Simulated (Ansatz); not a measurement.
# Work function of Au(110): what the settings cost and change

Aim: the work function of Au(110) across levels of theory at one geometry.

Calculated with Ansatz 0.2.0; plane-wave DFT, PBE, Ansatz PAW, in the first sound run; inputs show where later runs differ.

Report form: the programs' logs are mostly left out.

## (1) The starting structure

The cell holds 7 atoms: 7 Au. Its edges and angles: a = 4.080 Å, b = 2.885 Å, c = 26.655 Å, α = 90.0°, β = 90.0°, γ = 90.0°. Vacuum lies along c.

Structure file:

```cif
data_structure
_symmetry_space_group_name_H-M 'P 1'
_symmetry_Int_Tables_number 1
_cell_length_a 4.0800
_cell_length_b 2.8850
_cell_length_c 26.6550
_cell_angle_alpha 90.000
_cell_angle_beta 90.000
_cell_angle_gamma 90.000
_cell_volume 313.75
loop_
_atom_site_label
_atom_site_type_symbol
_atom_site_fract_x
_atom_site_fract_y
_atom_site_fract_z
_atom_site_occupancy
Au1 Au 0.00000 0.00000 0.33765 1
Au2 Au 0.50000 0.50000 0.39177 1
Au3 Au 0.00000 0.00000 0.44588 1
Au4 Au 0.50000 0.50000 0.50000 1
Au5 Au 0.00000 0.00000 0.55412 1
Au6 Au 0.50000 0.50000 0.60823 1
Au7 Au 0.00000 0.00000 0.66235 1
```

## (2) Slab, setting PBE, Ansatz PAW (420 eV)

A work function rests on the faint tail of the density, so the SCF threshold is tight. PBE on the default files comes first; the next runs keep the geometry and change functional or files, each at the cutoff that its files recommend; a relaxation and, for heavy metals, spin-orbit coupling close the ladder.

Contents of input.yaml:

```yaml
crystal:
  lattice:
    - [4.08, 0.0, 0.0]
    - [0.0, 2.8849956672, 0.0]
    - [0.0, 0.0, 26.6549870017]
  atoms:
    - { symbol: Au, position: [0.0, 0.0, 0.3376478855] }
    - { symbol: Au, position: [0.5, 0.5, 0.391765257] }
    - { symbol: Au, position: [0.0, 0.0, 0.4458826285] }
    - { symbol: Au, position: [0.5, 0.5, 0.5] }
    - { symbol: Au, position: [0.0, 0.0, 0.5541173715] }
    - { symbol: Au, position: [0.5, 0.5, 0.608234743] }
    - { symbol: Au, position: [0.0, 0.0, 0.6623521145] }
kpoints:
  mp_grid: { grid: [10, 14, 1] }
hamiltonian:
  xc: pbe
scf:
  occupations: { method: fermi_dirac, width: 0.1 }
  convergence: { dr2_threshold: 1.0e-09 }
efield:
  axis: 3
  dipole_correction: true
  ramp_position: 0.97
  ramp_width: 0.06
output:
  write_potential: true
  write_density: true
  volumetric_format: npy
  elf: true
```

Command:

```sh
$ ansatz run input.yaml --threads 4 --pin off --max-ram 6144MiB --backend cpu --events-out ev --progress --plain --runs-dir out
```

The job ended after 93 s (4 threads of Arm Neoverse N1, shared host; peak memory 1.5 GiB; 5.1 min of CPU time).

This step gave:

```
energy at zero smearing   : -92043.8190 eV
work function, upper face : 4.944 eV
```

Running mean over 1.442 Å of the planar mean; the ramp of the sawtooth is left out. Electron's electrostatic potential energy less the Fermi level against z:

z (Å), electron's electrostatic potential energy less the Fermi level (eV) and a bar from the least value:
```
      3.5       4.94 ##############################
      4.0       4.94 ##############################
      4.5       4.94 ##############################
      5.0       4.94 ##############################
      5.5       4.94 ##############################
      6.0       4.93 ##############################
      6.5       4.88 ##############################
      7.0       4.67 #############################
      7.5       3.75 ###########################
      8.0       0.67 #####################
      8.5      -3.76 ###########
      9.0      -7.09 ####
      9.5      -8.16 #
     10.0      -8.45 #
     10.5      -8.61 
     11.0      -8.70 
     11.5      -8.74 
     12.0      -8.76 
     12.5      -8.77 
     13.0      -8.77 
     13.5      -8.77 
     14.0      -8.77 
     14.5      -8.77 
     15.0      -8.75 
     15.5      -8.72 
     16.0      -8.64 
     16.5      -8.50 #
     17.0      -8.28 #
     17.5      -7.61 ###
     18.0      -5.01 ########
     18.5      -0.68 ##################
     19.0       3.07 ##########################
     19.5       4.51 #############################
     20.0       4.84 ##############################
     20.5       4.92 ##############################
     21.0       4.94 ##############################
     21.5       4.94 ##############################
     22.0       4.94 ##############################
     22.5       4.94 ##############################
     23.0       4.94 ##############################
     23.5       4.94 ##############################
```

Valence density in the ca plane at fractional y = 0.000, with atoms of Au within 0.2 Å of it. It is the smooth field of the valence electrons, not physical close to the nuclei.

Ten steps, logarithmic in the rise over the least value, from '0' (0 e/Å³) to '9' (13 e/Å³), each cell a mean:
```
00024899852258998522589985225899842000000000
00013677632236775322367753223677531000000000
00001344321123443222234432112344310000000000
00000112222222222222222222222221100000000000
00000001122221111222211112222110000000000000
00000001122221111222211112222110000000000000
00000011122221111222211112221111000000000000
00001222221122232212223222112222210000000000
00012466432234664222346642223466421000000000
00014788742247887422478874224788741000000000
00025899852258998523589985225899852000000000
```
Columns run along c (16.0 Å, from fractional 0.25 to 0.85 of the cell), rows up along a (4.1 Å). Atoms in or near the plane, at fractional coordinates: Au at (0.34, 0.00), Au at (0.45, 0.00), Au at (0.55, 0.00), Au at (0.66, 0.00).

Electrostatic potential energy in the ca plane at fractional y = 0.000, with atoms of Au within 0.2 Å of it. With pseudopotentials it is smooth inside the atoms' cores, unlike the true potential.

Values in eV, 6 rows by 16 columns, each cell a mean:
```
  9  -4 -40  -9  -9 -40  -5 -14 -39  -2 -18 -37   2   9  10  10
  9   7  -2   5   5  -3   5   4  -3   6   3  -1   8  10  10  10
 10   9   8   6   6   8   6   6   8   6   7   9   9  10  10  10
 10   9   8   6   6   7   6   6   7   6   7   8   9  10  10  10
  9   5 -13   3   2 -13   3   0 -13   5  -1 -11   7   9  10  10
  9  -8 -43 -13 -13 -44  -9 -18 -43  -4 -22 -41   1   9  10  10
```
Columns run along c (16.0 Å, from fractional 0.25 to 0.85 of the cell; values clipped at the 3rd and 97th percentile), rows up along a (4.1 Å). Atoms in or near the plane, at fractional coordinates: Au at (0.34, 0.00), Au at (0.45, 0.00), Au at (0.55, 0.00), Au at (0.66, 0.00).

ELF in the ca plane at fractional y = 0.000, with atoms of Au within 0.2 Å of it. It is the smooth field of the valence electrons, not physical close to the nuclei.

Ten even steps from '0' (0.00) to '9' (0.71), each cell a mean:
```
01235799753257997533579975235798753210000000
01234677642235775322357753224677643210000000
01123444332223443222334432223344432100000000
00112232222222222222222222222223221000000000
00001112222222112222221122222221110000000000
00000111222222112222221122222211100000000000
00011222222222222222222222222222211000000000
00122333322223333222233322222333322100000000
01234566532234664322346643223566543210000000
01235788743246886423468864235788753210000000
01246799753258997533589975235899753210000000
```
Columns run along c (16.0 Å, from fractional 0.25 to 0.85 of the cell), rows up along a (4.1 Å). Atoms in or near the plane, at fractional coordinates: Au at (0.34, 0.00), Au at (0.45, 0.00), Au at (0.55, 0.00), Au at (0.66, 0.00).

The work function is 4.944 eV.

## (3) Slab

This step: plane-wave DFT, LDA, Ansatz PAW (Ansatz 0.2.0).

input.yaml, as its differences from that of step 2:

```diff
@@ -16,3 +16,3 @@
 hamiltonian:
-  xc: pbe
+  xc: lda
 scf:
@@ -29,2 +29 @@
   volumetric_format: npy
-  elf: true
```

The job ended after 96 s (4 threads; peak memory 1.5 GiB).

The work function is 5.354 eV, +0.410 eV from the run “PBE, Ansatz PAW (420 eV)”, at 1.0 times its CPU time.

## (4) Slab

This step: plane-wave DFT, PBEsol, Ansatz PAW (Ansatz 0.2.0).

input.yaml, as its differences from that of step 3:

```diff
@@ -16,3 +16,3 @@
 hamiltonian:
-  xc: lda
+  xc: pbesol
 scf:
```

It took 94 s on 4 threads; peak memory 1.5 GiB.

The work function is 5.066 eV, +0.122 eV from the run “PBE, Ansatz PAW (420 eV)”, at 1.0 times its CPU time.

## (5) Run

This step: plane-wave DFT, RPBE, Ansatz PAW (Ansatz 0.2.0).

input.yaml, as its differences from that of step 4:

```diff
@@ -16,3 +16,3 @@
 hamiltonian:
-  xc: pbesol
+  xc: rpbe
 scf:
```

Elapsed: 95 s, on 4 threads; peak memory 1.5 GiB; 5.1 min of CPU time.

The work function is 4.766 eV, -0.178 eV from the run “PBE, Ansatz PAW (420 eV)”, at 1.00 times its CPU time.

## (6) Slab

This step: plane-wave DFT, r2SCAN, Ansatz PAW (Ansatz 0.2.0).

input.yaml, as its differences from that of step 5:

```diff
@@ -16,3 +16,3 @@
 hamiltonian:
-  xc: rpbe
+  xc: r2scan
 scf:
```

Elapsed: 3.9 min, on 4 threads; peak memory 2.3 GiB; 13 min of CPU time.

The work function is 4.951 eV, +0.007 eV from the run “PBE, Ansatz PAW (420 eV)”, at 2.6 times its CPU time.

## (7) Slab

This step: plane-wave DFT, PBE, JTH PAW (Ansatz 0.2.0).

input.yaml, as its differences from that of step 6:

```diff
@@ -16,3 +16,4 @@
 hamiltonian:
-  xc: r2scan
+  xc: pbe
+  pseudopotentials: { kind: paw, source: jth }
 scf:
```

Run time: 2.4 min. Hardware: 4 threads; peak memory 2.1 GiB; 8.8 min of CPU time.

The work function is 4.950 eV, +0.006 eV from the run “PBE, Ansatz PAW (420 eV)”, at 1.7 times its CPU time.

## (8) Slab

This step: plane-wave DFT, PBE, norm-conserving (Ansatz 0.2.0).

input.yaml, as its differences from that of step 7:

```diff
@@ -17,3 +17,3 @@
   xc: pbe
-  pseudopotentials: { kind: paw, source: jth }
+  pseudopotentials: { kind: nc }
 scf:
```

The job ended after 6.9 min (4 threads; peak memory 4.6 GiB; 25 min of CPU time).

The work function is 4.944 eV, -0.000 eV from the run “PBE, Ansatz PAW (420 eV)”, at 4.9 times its CPU time.

## (9) Run

This step: plane-wave DFT, LDA, norm-conserving (Ansatz 0.2.0).

input.yaml, as its differences from that of step 8:

```diff
@@ -16,3 +16,3 @@
 hamiltonian:
-  xc: pbe
+  xc: lda
   pseudopotentials: { kind: nc }
```

Wall time 6 min (4 threads); peak memory 4.5 GiB.

The work function is 5.360 eV, +0.416 eV from the run “PBE, Ansatz PAW (420 eV)”, at 4.2 times its CPU time.

## (10) Slab, setting PBE, all layers relaxed

This step: plane-wave DFT, PBE, Ansatz PAW (Ansatz 0.2.0).

input.yaml, as its differences from that of step 9:

```diff
@@ -16,4 +16,3 @@
 hamiltonian:
-  xc: lda
-  pseudopotentials: { kind: nc }
+  xc: pbe
 scf:
@@ -26,2 +25,5 @@
   ramp_width: 0.06
+relax:
+  f_tol: 0.01
+  max_steps: 40
 output:
```

Wall time 4 min (4 threads); peak memory 1.2 GiB.

The relaxation took 4 steps and lowered the energy by 0.12 eV; the largest force on the free atoms ends at 3.9e-4 eV/Å.

The work function is 4.937 eV, -0.007 eV from the run “PBE, Ansatz PAW (420 eV)”, at 2.8 times its CPU time.

## (11) Run

This step: plane-wave DFT, PBE, fully relativistic PAW with spin-orbit coupling (Ansatz 0.2.0).

input.yaml, as its differences from that of step 10:

```diff
@@ -17,2 +17,3 @@
   xc: pbe
+  pseudopotentials: { kind: paw_fr }
 scf:
@@ -25,5 +26,5 @@
   ramp_width: 0.06
-relax:
-  f_tol: 0.01
-  max_steps: 40
+magnetization:
+  noncollinear: true
+  spin_orbit: true
 output:
```

Wall time 13 min (4 threads); peak memory 5.8 GiB.

The work function is 4.969 eV, +0.025 eV from the run “PBE, Ansatz PAW (420 eV)”, at 9.3 times its CPU time.

## (12) Comparing the runs

Times are for 4 threads of Arm Neoverse N1, shared host. The series side by side:

```tsv
no.	setting	work function, upper face (eV)	time	memory (GiB)
1	PBE, Ansatz PAW (420 eV)	4.944	93 s	1.5
2	LDA, Ansatz PAW (420 eV)	5.354	96 s	1.5
3	PBEsol, Ansatz PAW (420 eV)	5.066	94 s	1.5
4	RPBE, Ansatz PAW (420 eV)	4.766	95 s	1.5
5	r2SCAN, Ansatz PAW (500 eV)	4.951	3.9 min	2.3
6	PBE, JTH PAW (750 eV)	4.950	2.4 min	2.1
7	PBE, norm-conserving (1034 eV)	4.944	6.9 min	4.6
8	LDA, norm-conserving (1034 eV)	5.360	6 min	4.5
9	PBE, all layers relaxed	4.937	4 min	1.2
10	PBE with spin-orbit coupling (420 eV)	4.969	13 min	5.8
```

## (13) Varying the input

This step: plane-wave DFT, PBE, Ansatz PAW (Ansatz 0.2.0).

An input spoilt on purpose, to show how the run answers: it repeats the earlier run “PBE, Ansatz PAW (420 eV)” with efield.axis from 3 to 0, and scf.max_iter set to 80; its output block differs too.

input.yaml, as its differences from that of step 11:

```diff
@@ -17,3 +17,2 @@
   xc: pbe
-  pseudopotentials: { kind: paw_fr }
 scf:
@@ -21,4 +20,5 @@
   convergence: { dr2_threshold: 1.0e-09 }
+  max_iter: 80
 efield:
-  axis: 3
+  axis: 0
   dipole_correction: true
@@ -26,5 +26,2 @@
   ramp_width: 0.06
-magnetization:
-  noncollinear: true
-  spin_orbit: true
 output:
```

Run time: 0.03 s. Hardware: 4 threads; peak memory 0.07 GiB.

The program refused the input before any cycle.

The program's message: “Error: invalid value for `efield.axis`: must be in [1, 3]; got 0”

The fault put into the input: an axis of 0, outside the range 1 to 3.

## (14) Outcome

```json
{
  "work function, PBE, Ansatz PAW (420 eV)": "4.944 eV",
  "work function, LDA, Ansatz PAW (420 eV)": "5.354 eV",
  "work function, RPBE, Ansatz PAW (420 eV)": "4.766 eV",
  "work function, r2SCAN, Ansatz PAW (500 eV)": "4.951 eV",
  "work function, LDA, norm-conserving (1034 eV)": "5.360 eV",
  "work function, PBE, all layers relaxed": "4.937 eV",
  "work function, PBE with spin-orbit coupling (420 eV)": "4.969 eV"
}
```

In words: PBE on the default files gives 4.94 eV, and the settings tried spread the value from 4.77 to 5.36 eV. At one geometry LDA lies 0.41 eV above PBE. The choice of pseudopotentials moves the PBE value by 0.006 eV. Relaxing the layers changes it by -0.007 eV. Spin-orbit coupling, on the fully relativistic files, changes it by +0.02 eV. A compiled measured value is 5.16 eV (arxiv:1902.07811, 2019), but the real face reconstructs and these slabs don't, so it is no test of the method. The ladder's slabs use the tabulated experimental lattice constant (two decimals; a low-temperature value for the alkali metals).

[Logs are printed without paths, hosts, clocks, repeated set-up lines and the standing remarks that a program may print on its own settings, such as how far it seeks lower states.]

[Hosts, paths, dates, database ids (printed as entryN), source tags and the programs' standing remarks are cut or masked in the printed files.]

[Maps of the electrostatic potential energy from Ansatz leave out the sawtooth potential of an applied field or a dipole correction, so their vacuum need not be flat; planar profiles and work functions include it.]
